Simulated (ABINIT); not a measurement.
# Sr (Strontium): phonons by linear response, part 2 of 3

How does Sr (Strontium) vibrate, and is this structure a minimum?

ABINIT 10.8.3; DFT PBE, scalar-relativistic, plane waves, PseudoDojo norm-conserving pseudopotentials.

So far. Step 3 (Relaxation): The volume changes by -3.1 % in this run and stands -3.1 % from the first cell. Step 4 (Ground state): The cell stands at -0.30 GPa: the relaxation ran with a smoothed and higher cutoff and on another k mesh. The relaxed cell has a = 6.020 Å (conventional setting).

### Step 5. Linear response at Γ

At q = 0 one unit cell holds all displacements. The response is solved for single atoms along the cell's directions, and symmetry skips those that follow from others. The crystal is treated as a metal, which screens a static field, so no field response is asked.

File dfpt_gamma.abi:

```

# common to the responses
getwfk_filepath "gso_WFK"
kptopt 2
nqpt 1
qpt 0.0 0.0 0.0
asr 0
chneut 0

# displacements
rfphon 1
rfatpol 1 1
rfdir 1 1 1
tolvrs 1.0d-10
prtwf 0

# basis, mesh and filling
ecut 28.0
ngkpt 12 12 12
nshiftk 1
shiftk 0.0 0.0 0.0
istwfk *1
occopt 7
tsmear 0.001
nband 11
nstep 100
diemac 9.0
prtebands 0
prtgsr 0

# cell and atoms
acell 3*1.0 Angstrom
rprim 
    0.0 3.010158422 3.010158422
    3.010158422 0.0 3.010158422
    3.010158422 3.010158422 0.0
ntypat 1
znucl 38
natom 1
typat 1
xred 
    0.0 0.0 0.0
pp_dirpath "./pseudo"
pseudos "Sr.upf"
```

Run with:

```sh
$ OMP_NUM_THREADS=1 mpirun -n 8 abinit dfpt_gamma.abi > dfpt_gamma.log
```

Numbers of over 12 decimals in the logs are rounded to 6 here.

dfpt_gamma.abo, the main output file:

```text
[banners, grids, parts of the stress and lines that vanish by symmetry left out]
- input  file    -> dfpt_gamma.abi
- output file    -> dfpt_gamma.abo
- root for input  files -> dfpt_gammai
- root for output files -> dfpt_gammao

 Symmetries : space group Fm -3 m (#225); Bravais cF (face-center cubic)
================================================================================
 Values of the parameters that define the memory need of the present run (RF).
     intxc =       0      iscf =       7    lmnmax =       6     lnmax =       6
     mgfft =      40  mpssoang =       3    mqgrid =    3001     natom =       1
  nloc_mem =       1    nspden =       1   nspinor =       1    nsppol =       1
      nsym =      48    n1xccc =    2501    ntypat =       1    occopt =       7
   xclevel =       2
-    mband =          11        mffmem =           1         mkmem =         109
-   mkqmem =         109        mk1mem =         109           mpw =        2661
      nfft =       64000          nkpt =         868
- my_mband =          11
================================================================================
================================================================================

--------------------------------------------------------------------------------
------------- Echo of variables that govern the present computation ------------
--------------------------------------------------------------------------------
-
- outvars: echo of selected default values
-   iomode0 =  0 , fftalg0 =312 , wfoptalg0 =  0
-
- outvars: echo of global parameters not present in the input file
-  max_nthreads =    1
-
 -outvars: echo values of preprocessed input variables --------
            acell      1.8897261259E+00  1.8897261259E+00  1.8897261259E+00 Bohr
              amu      8.76200000E+01
              asr           0
           chneut           0
           diemac      9.00000000E+00
             ecut      2.80000000E+01 Hartree
-          fftalg         312
           istwfk        1    0    0    0    0    0    1    0    0    0
                         0    0    0    0    0    0    0    0    0    0
                         0    0    0    0    0    0    0    0    0    0
                         0    0    0    0    0    0    0    0    0    0
                         0    0    0    0    0    0    0    0    0    0
                       outvar_i_n : Printing only first  50 k-points.
              ixc     -101130
              kpt      0.00000000E+00  0.00000000E+00  0.00000000E+00
                       8.33333333E-02  0.00000000E+00  0.00000000E+00
                       1.66666667E-01  0.00000000E+00  0.00000000E+00
                       2.50000000E-01  0.00000000E+00  0.00000000E+00
                       [...]
                       outvar_i_n : Printing only first  50 k-points.
           kptopt           2
         kptrlatt       12    0    0      0   12    0      0    0   12
          kptrlen      9.65349251E+01
P           mkmem         109
P          mkqmem         109
P          mk1mem         109
            natom           1
            nband          11
           nbdbuf           2
            ngfft          40      40      40
             nkpt         868
             nqpt           1
            nstep         100
             nsym          48
           ntypat           1
              occ      2.000000  2.000000  2.000000  2.000000  2.000000  0.000000
                       0.000000  0.000000  0.000000  0.000000  0.000000
                       2.000000  2.000000  2.000000  2.000000  2.000000  0.000000
                       0.000000  0.000000  0.000000  0.000000  0.000000
                       [...]
                       prtocc : prtvol=0, do not print more k-points.
           occopt           7
        optdriver           1
        prtebands           0
           prtgsr           0
           prtpot           1
            prtwf           0
           rfphon           1
            rprim      0.0000000000E+00  3.0101584220E+00  3.0101584220E+00
                       3.0101584220E+00  0.0000000000E+00  3.0101584220E+00
                       3.0101584220E+00  3.0101584220E+00  0.0000000000E+00
          spgroup         225
           symrel      1  0  0   0  1  0   0  0  1      -1  0  0   0 -1  0   0  0 -1
                       0 -1  1   0 -1  0   1 -1  0       0  1 -1   0  1  0  -1  1  0
                      -1  0  0  -1  0  1  -1  1  0       1  0  0   1  0 -1   1 -1  0
                       0  1 -1   1  0 -1   0  0 -1       0 -1  1  -1  0  1   0  0  1
                       [...]
           tolvrs      1.00000000E-10
           tsmear      1.00000000E-03 Hartree
            typat      1
              wtk        0.00058    0.00116    0.00116    0.00116    0.00116    0.00116
                         0.00058    0.00116    0.00116    0.00116    0.00116    0.00116
                         0.00116    0.00116    0.00116    0.00116    0.00116    0.00116
                         0.00116    0.00116    0.00116    0.00116    0.00116    0.00116
                       [...]
                       outvars : Printing only first  50 k-points.
            znucl       38.00000

================================================================================

 chkinp: Checking input parameters for consistency.

================================================================================
== DATASET  1 ==================================================================
-   mpi_nproc: 8, omp_nthreads: 1 (-1 if OMP is not activated)

--- !DatasetInfo
iteration_state: {dtset: 1, }
dimensions: {natom: 1, nkpt: 868, mband: 11, nsppol: 1, nspinor: 1, nspden: 1, mpw: 2661, }
cutoff_energies: {ecut:  28.0, pawecutdg:  -1.0, }
electrons: {nelect:   1.00000000E+01, charge:   0.00000000E+00, occopt:   7.00000000E+00, tsmear:   1.00000000E-03, }
meta: {optdriver: 1, rfphon: 1, }
...

 mkfilename: getwfk from: gso_WFK

 Real(R)+Recip(G) space primitive vectors, cartesian coordinates (Bohr,Bohr^-1):
 R(1)=  0.0000000  5.6883750  5.6883750  G(1)= -0.0878986  0.0878986  0.0878986
 R(2)=  5.6883750  0.0000000  5.6883750  G(2)=  0.0878986 -0.0878986  0.0878986
 R(3)=  5.6883750  5.6883750  0.0000000  G(3)=  0.0878986  0.0878986 -0.0878986
 Unit cell volume ucvol=  3.6812444E+02 bohr^3
 Angles (23,13,12)=  6.00000000E+01  6.00000000E+01  6.00000000E+01 degrees
 setup1 : take into account q-point for computing boxcut.

 getcut: wavevector=  0.0000  0.0000  0.0000  ngfft=  40  40  40
         ecut(hartree)=     28.000   => boxcut(ratio)=   2.08743

--- Pseudopotential description ------------------------------------------------
- pspini: atom type   1  psp file is ./pseudo/Sr.upf

   1.28420479E+02                                ecore*ucvol(ha*bohr**3)
--------------------------------------------------------------------------------

 ==>  initialize data related to q vector <==

 The list of irreducible perturbations for this q vector is:
    1)    idir= 1    ipert=   1

================================================================================

 The perturbation idir=   2  ipert=   1 is
 symmetric of a previously calculated perturbation.
 So, its SCF calculation is not needed.

 The perturbation idir=   3  ipert=   1 is
 symmetric of a previously calculated perturbation.
 So, its SCF calculation is not needed.

--------------------------------------------------------------------------------
 Perturbation wavevector (in red.coord.)   0.000000  0.000000  0.000000
 Perturbation : displacement of atom   1   along direction   1
 Found     4 symmetries that leave the perturbation invariant.
 symkpt : the number of k-points, thanks to the symmetries,
 is reduced to   280 .

--------------------------------------------------------------------------------

--------------------------------------------------------------------------------

 dfpt_looppert : total number of electrons, from k and k+q
  fully or partially occupied states are    1.000000E+01 and    1.000000E+01.
 Initialisation of the first-order wave-functions :
  ireadwf=   0

--- !BeginCycle
iteration_state: {dtset: 1, }
solver: {iscf: 7, nstep: 100, nline: 4, wfoptalg: 0, }
tolerances: {tolvrs: 1.00E-10, }
...

     iter   2DEtotal(Ha)        deltaE(Ha) residm    vres2
-ETOT  1  0.672689     -1.580E+03 7.528E+00 1.775E+02
 ETOT  2  1.22391262016492E-02 -6.604E-01 2.181E-02 2.499E+01
 ETOT  3  6.20251370631308E-03 -6.037E-03 9.346E-03 4.348E+00
 ETOT  4  4.43225348865894E-03 -1.770E-03 1.344E-03 5.177E-02
 ETOT  5  4.42568738802152E-03 -6.566E-06 1.415E-03 5.684E-03
 ETOT  6  4.42483763734458E-03 -8.498E-07 4.218E-04 5.718E-05
 ETOT  7  4.42482315864368E-03 -1.448E-08 3.132E-04 1.724E-07
 ETOT  8  4.42482315705206E-03 -1.592E-12 1.408E-04 8.563E-09
 ETOT  9  4.42482312863035E-03 -2.842E-11 7.160E-05 7.235E-11

 At SCF step    9       vres2   =  7.23E-11 < tolvrs=  1.00E-10 =>converged.
================================================================================

 ----iterations are completed or convergence reached----

 Mean square residual over all n,k,spin=   10.426E-08; max=  71.596E-06

 Thirteen components of 2nd-order total energy (hartree) are
 1,2,3: 0th-order hamiltonian combined with 1st-order wavefunctions
     kin0=   1.09239782E+03 eigvalue=   1.84473998E+02  local=  -9.95764305E+02
 4,5,6: 1st-order hamiltonian combined with 1st and 0th-order wfs
 loc psp =  -1.30639271E+03  Hartree=   4.25770543E+02     xc=  -1.29439237E+02
 note that "loc psp" includes a xc core correction that could be resolved
 7,8,9: eventually, occupation + non-local contributions
    edocc=   2.13758757E+02     enl0=   7.89257205E+02   enl1=  -1.85451686E+03
 1-9 gives the relaxation energy (to be shifted if some occ is /=2.0)
   erelax=  -1.58045478E+03
 10,11,12 Non-relaxation  contributions : frozen-wavefunctions and Ewald
 fr.local=   6.72926265E+02 fr.nonlo=   9.27260230E+02  Ewald=   0.00000000E+00
 13,14 Frozen wf xc core corrections (1) and (2)
 frxc 1  =  -1.96419763E+02  frxc 2 =   1.76692478E+02
 Resulting in :
 2DEtotal=    0.4424823129E-02 Ha. Also 2DEtotal=    0.120405571223E+00 eV
    (2DErelax=   -1.5804547849E+03 Ha. 2DEnonrelax=    1.5804592097E+03 Ha)
    (  non-var. 2DEtotal :    4.4253218455E-03 Ha)

================================================================================

 ---- first-order wavefunction calculations are completed ----

 ==> Compute Derivative Database <==

  2nd-order matrix (non-cartesian coordinates, masses not included,
   asr not included )
     j1       j2             matrix element
  dir pert dir pert     real part     imaginary part

   1    1   1    1         0.0044253117         0.0000000000
   1    1   2    1         0.0022126558         0.0000000000
   1    1   3    1         0.0022126558         0.0000000000
   1    1   2    3         0.0000000000         0.0000000000
   1    1   3    3         0.0000000000         0.0000000000

   2    1   1    1         0.0022126558         0.0000000000
   2    1   2    1         0.0044253116         0.0000000000
   2    1   3    1         0.0022126558         0.0000000000
   2    1   1    3         0.0000000000         0.0000000000
   2    1   3    3         0.0000000000         0.0000000000

   3    1   1    1         0.0022126558         0.0000000000
   3    1   2    1         0.0022126558         0.0000000000
   3    1   3    1         0.0044253116         0.0000000000
   3    1   1    3         0.0000000000         0.0000000000
   3    1   2    3         0.0000000000         0.0000000000

   1    3   2    1         0.0000000000         0.0000000000
   1    3   3    1         0.0000000000         0.0000000000

   2    3   1    1         0.0000000000         0.0000000000
   2    3   3    1         0.0000000000         0.0000000000

   3    3   1    1         0.0000000000         0.0000000000
   3    3   2    1         0.0000000000         0.0000000000

  Dynamical matrix, in cartesian coordinates,
   if specified in the inputs, asr has been imposed
     j1       j2             matrix element
  dir pert dir pert     real part    imaginary part

   1    1   1    1         0.0000683813         0.0000000000
   1    1   2    1        -0.0000000000         0.0000000000
   1    1   3    1        -0.0000000000         0.0000000000

   2    1   1    1        -0.0000000000         0.0000000000
   2    1   2    1         0.0000683813         0.0000000000
   2    1   3    1         0.0000000000         0.0000000000

   3    1   1    1        -0.0000000000         0.0000000000
   3    1   2    1        -0.0000000000         0.0000000000
   3    1   3    1         0.0000683813         0.0000000000

  Phonon wavevector (reduced coordinates) :  0.00000  0.00000  0.00000
 Phonon energies in Hartree :
   2.069126E-05  2.069126E-05  2.069126E-05
 Phonon frequencies in cm-1    :
-  4.541208E+00  4.541208E+00  4.541208E+00

== END DATASET(S) ==============================================================
================================================================================

 -outvars: echo values of variables after computation
            acell      1.8897261259E+00  1.8897261259E+00  1.8897261259E+00 Bohr
           etotal      4.4248231286E-03
            fcart      0.0000000000E+00  0.0000000000E+00  0.0000000000E+00
           strten      0.0000000000E+00  0.0000000000E+00  0.0000000000E+00
================================================================================
```

It took 31 s on 8 MPI ranks of Arm Neoverse V1, shared host.

With one atom there are acoustic modes alone, which should vanish; they come out at 4.54 cm⁻¹ in size, the error that the sum rule removes later.

### Step 6. Linear response on the mesh

Linear response treats each wavevector in the unit cell, with no supercell; the 4×4×4 mesh fixes the range of the force constants to be had.

File dfpt_q.abi:

```
ndtset 7

# wavevectors
qpt1 0.25 0.0 0.0
qpt2 0.5 0.0 0.0
qpt3 0.25 0.25 0.0
qpt4 0.5 0.25 0.0
qpt5 -0.25 0.25 0.0
qpt6 0.5 0.5 0.0
qpt7 -0.25 0.5 0.25

# displacements
getwfk_filepath "gso_WFK"
getwfq_filepath "gso_WFK"
kptopt 3
nqpt 1
rfphon 1
rfatpol 1 1
rfdir 1 1 1
tolvrs 1.0d-10
prtwf 0

# basis, mesh and filling
ecut 28.0
ngkpt 12 12 12
nshiftk 1
shiftk 0.0 0.0 0.0
istwfk *1
occopt 7
tsmear 0.001
nband 11
nstep 100
diemac 9.0
prtebands 0
prtgsr 0

# cell and atoms
acell 3*1.0 Angstrom
rprim 
    0.0 3.010158422 3.010158422
    3.010158422 0.0 3.010158422
    3.010158422 3.010158422 0.0
ntypat 1
znucl 38
natom 1
typat 1
xred 
    0.0 0.0 0.0
pp_dirpath "./pseudo"
pseudos "Sr.upf"
```

Run with:

```sh
$ OMP_NUM_THREADS=1 mpirun -n 8 abinit dfpt_q.abi > dfpt_q.log
```

dfpt_q.abo, the main output file:

```text
[banners, grids, parts of the stress and lines that vanish by symmetry left out]
- input  file    -> dfpt_q.abi
- output file    -> dfpt_q.abo
- root for input  files -> dfpt_qi
[...]
DATASET    1 : space group Fm -3 m (#225); Bravais cF (face-center cubic)
[...]
nfft =       64000          nkpt =        1728
[...]
DATASET    2 : space group Fm -3 m (#225); Bravais cF (face-center cubic)
[...]
nfft =       64000          nkpt =        1728
[...]
DATASET    3 : space group Fm -3 m (#225); Bravais cF (face-center cubic)
[...]
nfft =       64000          nkpt =        1728
[...]
DATASET    4 : space group Fm -3 m (#225); Bravais cF (face-center cubic)
[...]
nfft =       64000          nkpt =        1728
[...]
DATASET    5 : space group Fm -3 m (#225); Bravais cF (face-center cubic)
[...]
nfft =       64000          nkpt =        1728
[...]
DATASET    6 : space group Fm -3 m (#225); Bravais cF (face-center cubic)
[...]
nfft =       64000          nkpt =        1728
[...]
DATASET    7 : space group Fm -3 m (#225); Bravais cF (face-center cubic)
[...]
nfft =       64000          nkpt =        1728
[...]
== DATASET  1 ==================================================================
[...]
cutoff_energies: {ecut:  28.0, pawecutdg:  -1.0, }
[...]
Perturbation : displacement of atom   1   along direction   1
[...]
-ETOT  1   19.614550807147     -1.703E+03 7.556E+00 6.951E+05
 ETOT  2   138.75361473912      1.191E+02 1.021E+00 5.282E+06
 ETOT  3  0.771366     -1.380E+02 7.536E-01 4.352E+01
 ETOT  4  0.768376     -2.991E-03 4.089E-02 4.735E+00
 ETOT  5  0.767648     -7.273E-04 4.766E-03 6.495E-01
[...]
At SCF step   14       vres2   =  3.15E-13 < tolvrs=  1.00E-10 =>converged.
[...]
Perturbation : displacement of atom   1   along direction   2
[...]
-ETOT  1  0.926595     -1.585E+03 7.606E+00 1.844E+02
[...]
At SCF step   12       vres2   =  8.02E-12 < tolvrs=  1.00E-10 =>converged.
[...]
Phonon wavevector (reduced coordinates) :  0.25000  0.00000  0.00000
 Phonon energies in Hartree :
[...]
Phonon frequencies in cm-1    :
-  3.411890E+01  3.411890E+01  6.913006E+01
[...]
== DATASET  2 ==================================================================
[...]
cutoff_energies: {ecut:  28.0, pawecutdg:  -1.0, }
[...]
Perturbation : displacement of atom   1   along direction   1
[...]
-ETOT  1   5.921130     -1.712E+03 7.353E+00 3.749E+04
[...]
At SCF step   11       vres2   =  1.49E-11 < tolvrs=  1.00E-10 =>converged.
[...]
Perturbation : displacement of atom   1   along direction   2
[...]
-ETOT  1   1.199003     -1.589E+03 7.590E+00 1.874E+02
[...]
At SCF step   10       vres2   =  3.92E-11 < tolvrs=  1.00E-10 =>converged.
[...]
Phonon wavevector (reduced coordinates) :  0.50000  0.00000  0.00000
 Phonon energies in Hartree :
[...]
Phonon frequencies in cm-1    :
-  4.935069E+01  4.935069E+01  9.429244E+01
[...]
== DATASET  3 ==================================================================
[...]
cutoff_energies: {ecut:  28.0, pawecutdg:  -1.0, }
[...]
Perturbation : displacement of atom   1   along direction   1
[...]
-ETOT  1   9.170270     -1.673E+03 7.430E+00 2.223E+05
[...]
Phonon wavevector (reduced coordinates) :  0.25000  0.25000  0.00000
 Phonon energies in Hartree :
[...]
Phonon frequencies in cm-1    :
-  5.552011E+01  5.552011E+01  6.806748E+01
[...]
== DATASET  4 ==================================================================
[...]
cutoff_energies: {ecut:  28.0, pawecutdg:  -1.0, }
[...]
Perturbation : displacement of atom   1   along direction   1
[...]
-ETOT  1   5.216026     -1.693E+03 7.315E+00 3.038E+04
[...]
Perturbation : displacement of atom   1   along direction   2
[...]
-ETOT  1   2.460733     -1.630E+03 7.525E+00 6.930E+03
[...]
Perturbation : displacement of atom   1   along direction   3
[...]
-ETOT  1   1.591670     -1.602E+03 7.581E+00 1.773E+02
[...]
Phonon wavevector (reduced coordinates) :  0.50000  0.25000  0.00000
 Phonon energies in Hartree :
[...]
Phonon frequencies in cm-1    :
-  6.494826E+01  7.146550E+01  9.410589E+01
[...]
== DATASET  5 ==================================================================
[...]
cutoff_energies: {ecut:  28.0, pawecutdg:  -1.0, }
[...]
Perturbation : displacement of atom   1   along direction   1
[...]
-ETOT  1   3.936813     -1.644E+03 7.402E+00 3.071E+04
[...]
Perturbation : displacement of atom   1   along direction   3
[...]
-ETOT  1   1.087762     -1.590E+03 7.590E+00 1.867E+02
[...]
Phonon wavevector (reduced coordinates) : -0.25000  0.25000  0.00000
 Phonon energies in Hartree :
[...]
Phonon frequencies in cm-1    :
-  4.391597E+01  7.487032E+01  8.350233E+01
[...]
== DATASET  6 ==================================================================
[...]
cutoff_energies: {ecut:  28.0, pawecutdg:  -1.0, }
[...]
Perturbation : displacement of atom   1   along direction   1
[...]
-ETOT  1   3.662826     -1.669E+03 7.285E+00 9.436E+03
[...]
Phonon wavevector (reduced coordinates) :  0.50000  0.50000  0.00000
 Phonon energies in Hartree :
[...]
Phonon frequencies in cm-1    :
-  7.732411E+01  7.732411E+01  1.012154E+02
[...]
== DATASET  7 ==================================================================
[...]
cutoff_energies: {ecut:  28.0, pawecutdg:  -1.0, }
[...]
Perturbation : displacement of atom   1   along direction   1
[...]
-ETOT  1   2.460991     -1.645E+03 7.359E+00 2.621E+03
[...]
At SCF step   11       vres2   =  1.68E-12 < tolvrs=  1.00E-10 =>converged.
[...]
Perturbation : displacement of atom   1   along direction   2
[...]
-ETOT  1   2.985243     -1.665E+03 7.282E+00 3.349E+03
[...]
ETOT  9   1.789853      5.548E-11 3.338E-01 6.139E-10
 ETOT 10   1.789853     -4.047E-11 4.325E-01 1.126E-11
 At SCF step   10       vres2   =  1.13E-11 < tolvrs=  1.00E-10 =>converged.
[...]
Phonon wavevector (reduced coordinates) : -0.25000  0.50000  0.25000
 Phonon energies in Hartree :
[...]
Phonon frequencies in cm-1    :
-  6.704197E+01  9.137784E+01  9.137784E+01
[...]
fcart7     0.0000000000E+00  0.0000000000E+00  0.0000000000E+00
       
================================================================================
```

Run time: 42 min. Hardware: 8 MPI ranks; 5.5 h of CPU time.

Read from the output:

```
lowest mode on the q mesh (acoustic ones at the zone centre apart) : 34.12 cm⁻¹
```

Frequencies (cm⁻¹) before the sum rule at the irreducible wavevectors but Γ, which is solved apart; negative means imaginary. Frequencies by wavevector:

```tsv
q (fractions)	star	mode 1	mode 2	mode 3
0.25 0 0	8	34.12	34.12	69.13
0.5 0 0	4	49.35	49.35	94.29
0.25 0.25 0	6	55.52	55.52	68.07
0.5 0.25 0	24	64.95	71.47	94.11
-0.25 0.25 0	12	43.92	74.87	83.5
0.5 0.5 0	3	77.32	77.32	101.2
-0.25 0.5 0.25	6	67.04	91.38	91.38
```

(Part 2 of 3 ends here.)

[Host names and launcher messages were left out of these logs when they were recorded.]

[Logs are printed without paths, hosts, clocks, repeated set-up lines and the standing remarks that a program may print on its own settings, such as how far it seeks lower states.]

[Hosts, paths, dates, database ids (printed as entryN), source tags and the programs' standing remarks are cut or masked in the printed files.]
